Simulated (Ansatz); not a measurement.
## Mo2CO2 monolayer: relaxing the cell for a phonon run: cost of one run

Ansatz 0.2.0; DFT PBE, scalar-relativistic, plane waves, PAW; PAW set soft_1. The cell holds 5 atoms.

The input, input.yaml:

```yaml
crystal:
  lattice:
    - [3.0945765989, 0.0, 0.0]
    - [-1.5472882995, 2.6799819486, 0.0]
    - [0.0, 0.0, 32.6]
  atoms:
    - { symbol: C, position: [0.0, 0.0, 0.3067484663] }
    - { symbol: Mo, position: [0.3333333333, 0.6666666667, 0.3409982937] }
    - { symbol: Mo, position: [0.6666666667, 0.3333333333, 0.2724986389] }
    - { symbol: O, position: [0.6666666667, 0.3333333333, 0.3752329107] }
    - { symbol: O, position: [0.3333333333, 0.6666666667, 0.2382640219] }
  periodic: [true, true, false]
kpoints:
  mp_grid: { grid: [18, 18, 1] }
hamiltonian:
  xc: pbe
  pseudopotentials: { kind: paw, azcp: { folder: soft_1 } }
scf:
  occupations: { method: methfessel_paxton, width: 0.2 }
output:
  forces: true
  stress: true
  eigenvalues: true
  write_density: true
  write_potential: true
  elf: true
  volumetric_format: npy
relax:
  adjacent_minimum: "off"
  f_tol: 0.001
  max_steps: 60
  cell: { stress_2d_tol: 0.002 }
```

The run is started by

```sh
ansatz run input.yaml --threads 4 --pin off --max-ram 16384MiB --backend cpu --events-out ev --progress --plain --runs-dir out
```

The cutoff in use is 420 eV. For reference, a run of the same kind (5 atoms, 12 k-points, 27 bands and 5,257 plane waves; 61 SCF cycles) took 22 s and 0.64 GiB on the same hardware.

Q: Estimate wall time and peak memory on 4 threads of Arm Neoverse V1, shared host.

A cutoff of 420 eV is a sphere of radius 10.5 Å⁻¹, so a cell of 270 Å³ holds about V·G³/6π² = 5,284 plane waves. At two electrons a band, the 44 electrons need 22 bands, and 5 more are carried. Symmetry cuts the 18×18×1 mesh from 324 to 37 points. The run has 37 k-points, 27 bands and 5,257 plane waves. Taking the work of a cycle as k-points × spins × bands × plane waves, that is 3.1 times the reference, or 69 s at the reference's 61 cycles. The run needed 47 SCF cycles over 7 ionic steps, which makes it about 53 s. One copy of the wavefunctions takes 0.078 GiB at 16 bytes a coefficient, against 0.025 GiB in the reference; grids, projectors and work arrays come on top. Measured: about 51 s, with a peak of 0.73 GiB. The estimate holds within 25 %.

[Logs are printed without paths, hosts, clocks, repeated set-up lines and the standing remarks that a program may print on its own settings, such as how far it seeks lower states.]

[Hosts, paths, dates, database ids (printed as entryN), source tags and the programs' standing remarks are cut or masked in the printed files.]
